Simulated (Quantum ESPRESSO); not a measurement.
# 1T-PtS2, 2 layers, AA stacking, stepped through biaxial strain, part 7 of 8

What law, if any, do the results for 1T-PtS2, 2 layers, AA stacking follow against biaxial strain?

Quantum ESPRESSO 7.5; plane-wave DFT, PBE, GBRV ultrasoft pseudopotentials.

So far. Step 9 (Relaxing the ions, 3 %): The relaxation lowers the energy by 13 meV an atom.

### Step 11. Relaxation with pw.x, 4 %

Level of this step: plane-wave DFT, PBE-D3(BJ), GBRV ultrasoft pseudopotentials (Quantum ESPRESSO 7.5).

The input, m8.relax.in:

```
&control
  prefix = 'm8.relax'
  outdir = './out'
  pseudo_dir = './pseudo'
  nstep = 40
  forc_conv_thr = 0.0003
  calculation = 'relax'
  tstress = .true.
/
&system
  ibrav = 0
  nat = 6
  ntyp = 2
  ecutwfc = 50
  ecutrho = 250
  vdw_corr = 'grimme-d3'
  dftd3_version = 4
  occupations = 'smearing'
  smearing = 'fd'
  degauss = 0.002
/
&electrons
  conv_thr = 1e-09
  mixing_beta = 0.4
  electron_maxstep = 120
  mixing_mode = 'plain'
/
&ions
/
ATOMIC_SPECIES
  S   32.0600  s_pbe_v1.4.uspp.F.UPF
  Pt  195.0840  pt_pbe_v1.4.uspp.F.UPF
CELL_PARAMETERS angstrom
  3.70264000288000 0.00000000000000 0.00000000000000
  -1.85132000144000 3.20658030368000 0.00000000000000
  0.00000000000000 0.00000000000000 22.22817278700000
ATOMIC_POSITIONS crystal
  S   0.666666666700 0.333333333300 0.336507656100
  Pt  0.000000000000 0.000000000000 0.392298910300
  S   0.333333333300 0.666666666700 0.446740145800
  S   0.666666666700 0.333333333300 0.553259854200
  Pt  0.000000000000 0.000000000000 0.607701089700
  S   0.333333333300 0.666666666700 0.663492343900
K_POINTS automatic
  12 12 1 0 0 0
```

The run is started by

```bash
> OMP_NUM_THREADS=1 mpirun -n 4 pw.x -nk 4 -in m8.relax.in > m8.relax.out
```

The program printed:

```text
[banner, memory and clock lines left out]
Program PWSCF v.7.5 starts
[...]
Message from routine setup:
[...]
number of electrons       =        56.00
     number of Kohn-Sham states=           34
     kinetic-energy cutoff     =      50.0000  Ry
     charge density cutoff     =     250.0000  Ry
[...]
number of k points=    19  Fermi-Dirac smearing, width (Ry)=  0.0020
[...]
Dense  grid:   119149 G-vectors     FFT dimensions: (  36,  36, 216)
[...]
negative rho (up, down):  3.761E-01 0.000E+00
     Starting wfcs are   40 randomized atomic wfcs
[...]
negative rho (up, down):  3.528E-01 0.000E+00
[...]
estimated scf accuracy    <       4.65842796 Ry
[...]
negative rho (up, down):  3.571E-01 0.000E+00
[...]
estimated scf accuracy    <       3.16823200 Ry
[...]
negative rho (up, down):  3.558E-01 0.000E+00
[...]
estimated scf accuracy    <       0.17441805 Ry
[...]
negative rho (up, down):  3.519E-01 0.000E+00
[...]
estimated scf accuracy    <       0.10158461 Ry
[...]
negative rho (up, down):  3.508E-01 0.000E+00
[...]
estimated scf accuracy    <       0.02058878 Ry
[...]
negative rho (up, down):  3.508E-01 0.000E+00
[...]
estimated scf accuracy    <       0.00554109 Ry
[...]
negative rho (up, down):  3.507E-01 0.000E+00
[...]
estimated scf accuracy    <       0.00099066 Ry
[...]
negative rho (up, down):  3.507E-01 0.000E+00
[...]
estimated scf accuracy    <       0.00008878 Ry
[...]
negative rho (up, down):  3.508E-01 0.000E+00
[...]
estimated scf accuracy    <       0.00000616 Ry
[...]
negative rho (up, down):  3.508E-01 0.000E+00
[...]
estimated scf accuracy    <       0.00000042 Ry
[...]
negative rho (up, down):  3.508E-01 0.000E+00
[...]
estimated scf accuracy    <       0.00000038 Ry
[...]
negative rho (up, down):  3.508E-01 0.000E+00
[...]
estimated scf accuracy    <          5.5E-09 Ry
[...]
negative rho (up, down):  3.508E-01 0.000E+00
[...]
estimated scf accuracy    <          4.0E-09 Ry
[...]
negative rho (up, down):  3.508E-01 0.000E+00
[...]
the Fermi energy is     1.4067 ev
!    total energy              =    -518.06018781 Ry
     estimated scf accuracy    <          2.4E-10 Ry
     smearing contrib. (-TS)   =      -0.00000001 Ry
     internal energy E=F+TS    =    -518.06018780 Ry
[...]
one-electron contribution =   -2498.92156372 Ry
     hartree contribution      =    1260.29156030 Ry
     xc contribution           =    -147.12351155 Ry
     ewald contribution        =     867.83100302 Ry
[...]
convergence has been achieved in  14 iterations
     negative rho (up, down):  3.508E-01 0.000E+00
[...]
Total force =     0.061001     Total SCF correction =     0.000024
[...]
negative rho (up, down):  3.508E-01 0.000E+00
[...]
negative rho (up, down):  3.512E-01 0.000E+00
[...]
negative rho (up, down):  3.511E-01 0.000E+00
[...]
estimated scf accuracy    <       0.00009410 Ry
[...]
negative rho (up, down):  3.511E-01 0.000E+00
[...]
estimated scf accuracy    <       0.00007511 Ry
[...]
negative rho (up, down):  3.511E-01 0.000E+00
[...]
estimated scf accuracy    <       0.00005086 Ry
[...]
negative rho (up, down):  3.511E-01 0.000E+00
[...]
estimated scf accuracy    <       0.00002072 Ry
[...]
negative rho (up, down):  3.511E-01 0.000E+00
[...]
estimated scf accuracy    <       0.00000037 Ry
[...]
negative rho (up, down):  3.511E-01 0.000E+00
[...]
estimated scf accuracy    <       0.00000020 Ry
[...]
negative rho (up, down):  3.511E-01 0.000E+00
[...]
estimated scf accuracy    <          6.3E-09 Ry
[...]
negative rho (up, down):  3.511E-01 0.000E+00
[...]
estimated scf accuracy    <          1.7E-09 Ry
[...]
negative rho (up, down):  3.511E-01 0.000E+00
[...]
the Fermi energy is     1.4193 ev
!    total energy              =    -518.06351437 Ry
     estimated scf accuracy    <          1.1E-10 Ry
     smearing contrib. (-TS)   =      -0.00000001 Ry
     internal energy E=F+TS    =    -518.06351436 Ry
[...]
one-electron contribution =   -2504.26228425 Ry
     hartree contribution      =    1262.92725266 Ry
     xc contribution           =    -147.15646404 Ry
     ewald contribution        =     870.56578877 Ry
[...]
convergence has been achieved in   9 iterations
     negative rho (up, down):  3.511E-01 0.000E+00
[...]
Total force =     0.048007     Total SCF correction =     0.000077
[...]
negative rho (up, down):  3.511E-01 0.000E+00
[...]
negative rho (up, down):  3.512E-01 0.000E+00
[...]
negative rho (up, down):  3.511E-01 0.000E+00
[...]
estimated scf accuracy    <       0.00011494 Ry
[...]
negative rho (up, down):  3.511E-01 0.000E+00
[...]
estimated scf accuracy    <       0.00012741 Ry
[...]
negative rho (up, down):  3.511E-01 0.000E+00
[...]
estimated scf accuracy    <       0.00007615 Ry
[...]
negative rho (up, down):  3.511E-01 0.000E+00
[...]
estimated scf accuracy    <       0.00001460 Ry
[...]
negative rho (up, down):  3.510E-01 0.000E+00
[...]
estimated scf accuracy    <       0.00000045 Ry
[...]
negative rho (up, down):  3.510E-01 0.000E+00
[...]
estimated scf accuracy    <       0.00000014 Ry
[...]
negative rho (up, down):  3.511E-01 0.000E+00
[...]
estimated scf accuracy    <          4.6E-09 Ry
[...]
negative rho (up, down):  3.511E-01 0.000E+00
[...]
estimated scf accuracy    <          5.5E-10 Ry
[...]
negative rho (up, down):  3.511E-01 0.000E+00
[...]
the Fermi energy is     1.4327 ev
!    total energy              =    -518.06623924 Ry
     estimated scf accuracy    <          4.0E-11 Ry
     smearing contrib. (-TS)   =      -0.00000001 Ry
     internal energy E=F+TS    =    -518.06623923 Ry
[...]
one-electron contribution =   -2510.47282038 Ry
     hartree contribution      =    1265.99450056 Ry
     xc contribution           =    -147.19325049 Ry
     ewald contribution        =     873.74328788 Ry
[...]
convergence has been achieved in   9 iterations
     negative rho (up, down):  3.511E-01 0.000E+00
[...]
Total force =     0.033467     Total SCF correction =     0.000019
[...]
negative rho (up, down):  3.511E-01 0.000E+00
[...]
negative rho (up, down):  3.507E-01 0.000E+00
[...]
negative rho (up, down):  3.506E-01 0.000E+00
[...]
estimated scf accuracy    <       0.00025893 Ry
[...]
convergence has been achieved in   9 iterations
     negative rho (up, down):  3.505E-01 0.000E+00
[...]
Total force =     0.011733     Total SCF correction =     0.000022
[...]
negative rho (up, down):  3.505E-01 0.000E+00
[...]
negative rho (up, down):  3.498E-01 0.000E+00
[...]
negative rho (up, down):  3.497E-01 0.000E+00
[...]
estimated scf accuracy    <       0.00008692 Ry
[...]
negative rho (up, down):  3.497E-01 0.000E+00
[...]
estimated scf accuracy    <       0.00021538 Ry
[...]
negative rho (up, down):  3.497E-01 0.000E+00
[...]
estimated scf accuracy    <       0.00003136 Ry
[...]
negative rho (up, down):  3.497E-01 0.000E+00
[...]
estimated scf accuracy    <       0.00000564 Ry
[...]
negative rho (up, down):  3.497E-01 0.000E+00
[...]
estimated scf accuracy    <       0.00000029 Ry
[...]
negative rho (up, down):  3.497E-01 0.000E+00
[...]
estimated scf accuracy    <       0.00000006 Ry
[...]
negative rho (up, down):  3.497E-01 0.000E+00
[...]
estimated scf accuracy    <          4.4E-09 Ry
[...]
negative rho (up, down):  3.497E-01 0.000E+00
[...]
estimated scf accuracy    <          3.0E-09 Ry
[...]
negative rho (up, down):  3.497E-01 0.000E+00
[...]
the Fermi energy is     1.4615 ev
!    total energy              =    -518.06877489 Ry
     estimated scf accuracy    <          9.2E-11 Ry
     smearing contrib. (-TS)   =      -0.00000000 Ry
     internal energy E=F+TS    =    -518.06877489 Ry
[...]
one-electron contribution =   -2526.38349849 Ry
     hartree contribution      =    1273.86350591 Ry
     xc contribution           =    -147.27861628 Ry
     ewald contribution        =     881.86817163 Ry
[...]
convergence has been achieved in   9 iterations
     negative rho (up, down):  3.497E-01 0.000E+00
[...]
Total force =     0.003929     Total SCF correction =     0.000058
[...]
negative rho (up, down):  3.497E-01 0.000E+00
[...]
negative rho (up, down):  3.493E-01 0.000E+00
[...]
negative rho (up, down):  3.493E-01 0.000E+00
[...]
estimated scf accuracy    <       0.00000577 Ry
[...]
negative rho (up, down):  3.493E-01 0.000E+00
[...]
estimated scf accuracy    <       0.00003356 Ry
[...]
negative rho (up, down):  3.493E-01 0.000E+00
[...]
estimated scf accuracy    <       0.00000034 Ry
[...]
negative rho (up, down):  3.493E-01 0.000E+00
[...]
estimated scf accuracy    <       0.00000007 Ry
[...]
negative rho (up, down):  3.493E-01 0.000E+00
[...]
estimated scf accuracy    <          4.1E-09 Ry
[...]
negative rho (up, down):  3.493E-01 0.000E+00
[...]
estimated scf accuracy    <          1.6E-09 Ry
[...]
negative rho (up, down):  3.493E-01 0.000E+00
[...]
estimated scf accuracy    <          1.8E-10 Ry
[...]
negative rho (up, down):  3.493E-01 0.000E+00
[...]
estimated scf accuracy    <          2.9E-10 Ry
[...]
negative rho (up, down):  3.493E-01 0.000E+00
[...]
the Fermi energy is     1.4622 ev
!    total energy              =    -518.06879041 Ry
     estimated scf accuracy    <          1.7E-11 Ry
     smearing contrib. (-TS)   =      -0.00000000 Ry
     internal energy E=F+TS    =    -518.06879041 Ry
[...]
one-electron contribution =   -2527.35411852 Ry
     hartree contribution      =    1274.34851122 Ry
     xc contribution           =    -147.27902971 Ry
     ewald contribution        =     882.35421678 Ry
[...]
convergence has been achieved in   9 iterations
     negative rho (up, down):  3.493E-01 0.000E+00
[...]
Total force =     0.003910     Total SCF correction =     0.000035
[...]
negative rho (up, down):  3.493E-01 0.000E+00
[...]
WARNING: bfgs curvature condition failed, Theta= 0.811
[...]
negative rho (up, down):  3.489E-01 0.000E+00
[...]
negative rho (up, down):  3.489E-01 0.000E+00
[...]
estimated scf accuracy    <       0.00000692 Ry
[...]
negative rho (up, down):  3.489E-01 0.000E+00
[...]
estimated scf accuracy    <       0.00003976 Ry
[...]
negative rho (up, down):  3.489E-01 0.000E+00
[...]
estimated scf accuracy    <       0.00000041 Ry
[...]
negative rho (up, down):  3.489E-01 0.000E+00
[...]
estimated scf accuracy    <       0.00000008 Ry
[...]
negative rho (up, down):  3.489E-01 0.000E+00
[...]
estimated scf accuracy    <          4.9E-09 Ry
[...]
negative rho (up, down):  3.489E-01 0.000E+00
[...]
estimated scf accuracy    <          8.9E-10 Ry
[...]
negative rho (up, down):  3.489E-01 0.000E+00
[...]
estimated scf accuracy    <          7.4E-10 Ry
[...]
negative rho (up, down):  3.489E-01 0.000E+00
[...]
estimated scf accuracy    <          4.9E-10 Ry
[...]
negative rho (up, down):  3.489E-01 0.000E+00
[...]
estimated scf accuracy    <          5.3E-11 Ry
[...]
negative rho (up, down):  3.489E-01 0.000E+00
[...]
negative rho (up, down):  3.452E-01 0.000E+00
[...]
estimated scf accuracy    <       0.00000881 Ry
[...]
negative rho (up, down):  3.452E-01 0.000E+00
[...]
estimated scf accuracy    <       0.00000127 Ry
[...]
negative rho (up, down):  3.452E-01 0.000E+00
[...]
estimated scf accuracy    <       0.00000022 Ry
[...]
negative rho (up, down):  3.452E-01 0.000E+00
[...]
estimated scf accuracy    <       0.00000002 Ry
[...]
negative rho (up, down):  3.452E-01 0.000E+00
[...]
estimated scf accuracy    <          7.8E-09 Ry
[...]
negative rho (up, down):  3.452E-01 0.000E+00
[...]
estimated scf accuracy    <          2.7E-09 Ry
[...]
negative rho (up, down):  3.452E-01 0.000E+00
[...]
estimated scf accuracy    <          2.9E-10 Ry
[...]
negative rho (up, down):  3.452E-01 0.000E+00
[...]
estimated scf accuracy    <          3.7E-10 Ry
[...]
negative rho (up, down):  3.452E-01 0.000E+00
[...]
the Fermi energy is     1.4799 ev
!    total energy              =    -518.06935926 Ry
     estimated scf accuracy    <          1.8E-12 Ry
     smearing contrib. (-TS)   =      -0.00000000 Ry
     internal energy E=F+TS    =    -518.06935925 Ry
[...]
one-electron contribution =   -2563.44763063 Ry
     hartree contribution      =    1292.38941755 Ry
     xc contribution           =    -147.28780792 Ry
     ewald contribution        =     900.41630310 Ry
[...]
convergence has been achieved in  12 iterations
     negative rho (up, down):  3.452E-01 0.000E+00
[...]
Total force =     0.003880     Total SCF correction =     0.000010
[...]
negative rho (up, down):  3.452E-01 0.000E+00
[...]
negative rho (up, down):  3.524E-01 0.000E+00
[...]
negative rho (up, down):  3.523E-01 0.000E+00
[...]
estimated scf accuracy    <       0.00200768 Ry
[...]
negative rho (up, down):  3.523E-01 0.000E+00
[...]
estimated scf accuracy    <       0.01130247 Ry
[...]
negative rho (up, down):  3.522E-01 0.000E+00
[...]
estimated scf accuracy    <       0.00013386 Ry
[...]
negative rho (up, down):  3.522E-01 0.000E+00
[...]
estimated scf accuracy    <       0.00001961 Ry
[...]
negative rho (up, down):  3.522E-01 0.000E+00
[...]
estimated scf accuracy    <       0.00000318 Ry
[...]
negative rho (up, down):  3.522E-01 0.000E+00
[...]
estimated scf accuracy    <       0.00000045 Ry
[...]
negative rho (up, down):  3.522E-01 0.000E+00
[...]
estimated scf accuracy    <       0.00000005 Ry
[...]
negative rho (up, down):  3.522E-01 0.000E+00
[...]
estimated scf accuracy    <       0.00000002 Ry
[...]
negative rho (up, down):  3.522E-01 0.000E+00
[...]
estimated scf accuracy    <          8.8E-10 Ry
[...]
negative rho (up, down):  3.522E-01 0.000E+00
[...]
estimated scf accuracy    <          1.0E-09 Ry
[...]
negative rho (up, down):  3.522E-01 0.000E+00
[...]
estimated scf accuracy    <          7.8E-10 Ry
[...]
negative rho (up, down):  3.522E-01 0.000E+00
[...]
```

Elapsed: 15 min, on 4 MPI ranks of Arm Neoverse V1, shared host; peak memory 1 GiB; 60 min of CPU time.

The steps of the relaxation:

```
step  energy less that of the first step (eV)  largest force (eV/Å)
   1                                   0.0000                0.8453
   2                                  -0.0453                0.6676
   3                                  -0.0823                0.4718
   4                                  -0.1127                0.1796
   5                                  -0.1168                0.0489
   6                                  -0.1170                0.0462
   7                                  -0.1173                0.0493
   8                                  -0.1177                0.0519
   9                                  -0.1182                0.0544
  10                                  -0.1191                0.0568
  11                                  -0.1203                0.0590
  12                                  -0.1222                0.0606
  13                                  -0.1248                0.0606
  14                                  -0.1283                0.0578
  15                                  -0.1323                0.0496
  16                                  -0.1354                0.0358
  17                                  -0.1356                0.0286
  18                                  -0.1356                0.0197
  19                                  -0.1356                0.0040
```

The atoms that moved most (Å):

```csv
atom,dx,dy,dz,length
S1,0.000,0.000,0.217,0.217
S6,0.000,0.000,-0.217,0.217
Pt5,0.000,0.000,-0.136,0.136
Pt2,0.000,0.000,0.136,0.136
S3,0.000,0.000,0.063,0.063
S4,0.000,0.000,-0.063,0.063
```

The relaxation lowers the energy by 23 meV an atom.

This step gave:

- free energy: -7048.7035 eV
- Fermi energy: 1.518 eV

(Part 7 of 8 ends here.)

[Logs are printed without paths, hosts, clocks, repeated set-up lines and the standing remarks that a program may print on its own settings, such as how far it seeks lower states.]

[Hosts, paths, dates, database ids (printed as entryN), source tags and the programs' standing remarks are cut or masked in the printed files.]

[Maps of the electrostatic potential energy from Ansatz leave out the sawtooth potential of an applied field or a dipole correction, so their vacuum need not be flat; planar profiles and work functions include it.]
